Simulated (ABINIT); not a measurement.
# MgInBr3 (Pm-3m): Raman and infrared activity, part 3 of 3

Aim: Raman and infrared lines of MgInBr3 (Pm-3m).

ABINIT 10.8.3; DFT LDA, scalar-relativistic, plane waves, HGH norm-conserving pseudopotentials.

So far. Step 7 (Linear response at Γ): The acoustic modes at Γ come out as far as 0.7 cm⁻¹ from zero, where they should vanish, a small numerical error; the Born charges miss their sum rule by 0.0050 e, which is good. The lowest optical mode is imaginary, 40i cm⁻¹, an instability at this level and on this k mesh. Step 8 (Modes with the sum rule): The rule moves no optical mode by more than 0.1 cm⁻¹. The relaxed cell has a = 5.135 Å (conventional setting).

The structure was built from a prototype and need not be the compound's stable phase.

### 9. Sum rules set otherwise (asr 0)

Without the rule the raw error of the acoustic modes shows.

The input, anaddb.abi:

```
ddb_filepath "gamma_DDB"
output_file "anaddb.abo"
outdata_prefix "anaddb"
asr 0
chneut 0
enunit 2
eivec 1
nph1l 1
qph1l 0.0 0.0 0.0 1.0
dieflag 2
nph2l 3
qph2l 
    1.0 0.0 0.0 0.0
    0.0 0.0 1.0 0.0
    1.0 1.0 1.0 0.0
nlflag 1
ramansr 1
alphon 1
prtmbm 1
```

The input, mrgddb.in:

```
gamma_DDB
merged
3
dfpt_gammao_DS2_DDB
dfpt_gammao_DS3_DDB
gso_DDB
```

Command:

```bash
> mrgddb < mrgddb.in > mrgddb.log
> OMP_NUM_THREADS=1 anaddb anaddb.abi > anaddb.log
```

anaddb.abo, the main output file:

```text
[banners, grids, parts of the stress and lines that vanish by symmetry left out]
-outvars_anaddb: echo values of input variables ----------------------

 Flags :
[...]
Dielectric Tensor and Effective Charges
[...]
Effective charge tensors after
[...]
1          1       -0.000000000       -0.000000000       -0.000000000
[...]
1          2       -0.000000000       -0.000000000       -0.000000000
[...]
1          3       -0.000000000       -0.000000000       -0.000000000
[...]
2          1       -0.000000000       -0.000000000       -0.000000000
[...]
2          2       -0.000000000       -0.000000000       -0.000000000
[...]
2          3       -0.000000000       -0.000000000       -0.000000000
[...]
3          1       -0.000000000       -0.000000000       -0.000000000
[...]
3          2       -0.000000000       -0.000000000       -0.000000000
[...]
3          3       -0.000000000       -0.000000000       -0.000000000
[...]
4          1       -0.000000000       -0.000000000       -0.000000000
[...]
4          2       -0.000000000       -0.000000000       -0.000000000
[...]
4          3       -0.000000000       -0.000000000       -0.000000000
[...]
5          1       -0.000000000       -0.000000000       -0.000000000
[...]
5          2       -0.000000000       -0.000000000       -0.000000000
[...]
5          3       -0.000000000       -0.000000000       -0.000000000
[...]
Phonon wavevector (reduced coordinates) :  0.00000  0.00000  0.00000
 Phonon energies in Hartree :
[...]
Phonon energies in meV     :
- -4.927072E+00 -4.927072E+00 -4.927072E+00  8.717354E-02  8.717356E-02
-  8.717362E-02  5.589223E+00  5.589223E+00  5.589223E+00  9.551600E+00
-  9.551600E+00  9.551600E+00  2.998505E+01  2.998505E+01  2.998505E+01
 Phonon frequencies in cm-1    :
- -3.973952E+01 -3.973952E+01 -3.973952E+01  7.031020E-01  7.031022E-01
-  7.031027E-01  4.508012E+01  4.508012E+01  4.508012E+01  7.703885E+01
-  7.703885E+01  7.703885E+01  2.418457E+02  2.418457E+02  2.418457E+02
 Phonon frequencies in Thz     :
- -1.191361E+00 -1.191361E+00 -1.191361E+00  2.107847E-02  2.107847E-02
-  2.107849E-02  1.351468E+00  1.351468E+00  1.351468E+00  2.309567E+00
-  2.309567E+00  2.309567E+00  7.250353E+00  7.250353E+00  7.250353E+00
 Phonon energies in Kelvin  :
- -5.717630E+01 -5.717630E+01 -5.717630E+01  1.011607E+00  1.011607E+00
-  1.011608E+00  6.486024E+01  6.486024E+01  6.486024E+01  1.108417E+02
-  1.108417E+02  1.108417E+02  3.479621E+02  3.479621E+02  3.479621E+02
[...]
-  1  0.00000000E+00  0.00000000E+00 -1.78974878E-03
-     0.00000000E+00  0.00000000E+00  0.00000000E+00
-  2  0.00000000E+00  0.00000000E+00  2.63116455E-04
-     0.00000000E+00  0.00000000E+00  0.00000000E+00
-  3  0.00000000E+00  0.00000000E+00  4.89736483E-04
-     0.00000000E+00  0.00000000E+00  0.00000000E+00
-  4  0.00000000E+00  0.00000000E+00  1.00041743E-03
-     0.00000000E+00  0.00000000E+00  0.00000000E+00
-  5  0.00000000E+00  0.00000000E+00  1.00041743E-03
-     0.00000000E+00  0.00000000E+00  0.00000000E+00
[...]
-  1  0.00000000E+00  1.78974878E-03  0.00000000E+00
-     0.00000000E+00  0.00000000E+00  0.00000000E+00
-  2  0.00000000E+00 -2.63116455E-04  0.00000000E+00
-     0.00000000E+00  0.00000000E+00  0.00000000E+00
-  3  0.00000000E+00 -1.00041743E-03  0.00000000E+00
-     0.00000000E+00  0.00000000E+00  0.00000000E+00
-  4  0.00000000E+00 -4.89736483E-04  0.00000000E+00
-     0.00000000E+00  0.00000000E+00  0.00000000E+00
-  5  0.00000000E+00 -1.00041743E-03  0.00000000E+00
-     0.00000000E+00  0.00000000E+00  0.00000000E+00
[...]
-  1  1.78974878E-03  0.00000000E+00  0.00000000E+00
-     0.00000000E+00  0.00000000E+00  0.00000000E+00
-  2 -2.63116455E-04  0.00000000E+00  0.00000000E+00
-     0.00000000E+00  0.00000000E+00  0.00000000E+00
-  3 -1.00041743E-03  0.00000000E+00  0.00000000E+00
-     0.00000000E+00  0.00000000E+00  0.00000000E+00
-  4 -1.00041743E-03  0.00000000E+00  0.00000000E+00
-     0.00000000E+00  0.00000000E+00  0.00000000E+00
[...]
-  4 -2.24011490E-04  0.00000000E+00  0.00000000E+00
[...]
-  5  1.57608667E-03  0.00000000E+00  0.00000000E+00
[...]
-         0.000000000       0.000000000       0.000000000
-         0.000000000       0.000000000       0.000000000
-         0.000000000       0.000000000       0.000000000
[...]
-         0.000000000       0.000000000       0.000000000
-         0.000000000       0.000000000       0.000000000
-         0.000000000       0.000000000       0.000000000
[...]
Phonon at Gamma, with non-analyticity in the
[...]
Phonon energies in Hartree :
[...]
Phonon energies in meV     :
- -4.927072E+00 -4.927072E+00  8.688641E-02  8.717354E-02  8.717356E-02
-  5.028780E+00  5.589223E+00  5.589223E+00  5.589223E+00  9.551600E+00
-  9.551600E+00  1.221649E+01  2.998505E+01  2.998505E+01  3.472121E+01
 Phonon frequencies in cm-1    :
- -3.973952E+01 -3.973952E+01  7.007862E-01  7.031020E-01  7.031022E-01
[...]
Phonon frequencies in Thz     :
[...]
Phonon energies in Kelvin  :
[...]
-  1  0.00000000E+00  0.00000000E+00 -1.78974878E-03
[...]
-  2  0.00000000E+00  0.00000000E+00  2.63116455E-04
[...]
-  3  0.00000000E+00  0.00000000E+00  4.89736483E-04
[...]
-  4  0.00000000E+00  0.00000000E+00  1.00041743E-03
[...]
Phonon at Gamma, with non-analyticity in the
[...]
Phonon energies in Hartree :
[...]
Phonon energies in meV     :
[...]
Phonon frequencies in cm-1    :
[...]
Phonon frequencies in Thz     :
[...]
Phonon energies in Kelvin  :
[...]
Phonon at Gamma, with non-analyticity in the
[...]
Phonon energies in Hartree :
[...]
Phonon energies in meV     :
[...]
Phonon frequencies in cm-1    :
[...]
Phonon frequencies in Thz     :
[...]
Phonon energies in Kelvin  :
[...]
-  5.835657E+01  6.486024E+01  6.486024E+01  6.486024E+01  1.108417E+02
-  1.108417E+02  1.417665E+02  3.479621E+02  3.479621E+02  4.029229E+02
[...]
-  4 -1.81154699E-04 -7.91071234E-04  6.87185937E-05
[...]
-  5  1.27455741E-03  1.12436105E-04  6.87185937E-05
[...]
-         0.000000000       0.000000000       0.000000000
-         0.000000000       0.000000000       0.000000000
[...]
Spherical averages : G0=     0.000000000    G1=     0.000000000    G2=     0.000000000

-
```

Wall time 1.5 s (1 thread of Arm Neoverse V1, shared host).

Zone-centre frequencies as printed; negative means imaginary. Modes:

```tsv
mode	frequency (cm⁻¹)
1	-39.74
2	-39.74
3	-39.74
4	0.7
5	0.7
6	0.7
7	45.08
8	45.08
9	45.08
10	77.04
11	77.04
12	77.04
13	241.8
14	241.8
15	241.8
```

With imaginary modes the relaxed-ion tensors have no meaning and are not tabulated.

### 10. Results

| Property | Result |
| --- | --- |
| space group after relaxation | Pm-3m |
| volume per atom | 27.1 Å³ |
| highest optical zone-centre mode (no LO-TO term) | 241.8 cm⁻¹ |
| lowest optical zone-centre mode | -39.7 cm⁻¹ |
| highest mode moved by the LO-TO term | 280.1 cm⁻¹ |
| mean high-frequency dielectric constant | 4.96 |
| largest Born charge in size (third of the trace) | 2.37 e |
| imaginary optical modes at the zone centre (no q mesh in this session) | yes |

**Reading.** No mode is Raman active in this structure. At the LDA level the optical modes of MgInBr3 (Pm-3m) at the zone centre (no LO-TO term) run from 40i to 242 cm⁻¹, so the structure is a saddle point, with 3 modes beyond 10i cm⁻¹ there. Along the directions run, the highest mode that the macroscopic field moves lies at 280 cm⁻¹. These are harmonic frequencies at zero temperature: anharmonic shifts and linewidths and thermal expansion are left out. The HGH files keep few electrons and have no core correction, which is cheap but rough for In and Mg. The structure is a hypothetical one, built on a prototype.

[Host names and launcher messages were left out of these logs when they were recorded.]

[Logs are printed without paths, hosts, clocks, repeated set-up lines and the standing remarks that a program may print on its own settings, such as how far it seeks lower states.]

[Hosts, paths, dates, database ids (printed as entryN), source tags and the programs' standing remarks are cut or masked in the printed files.]
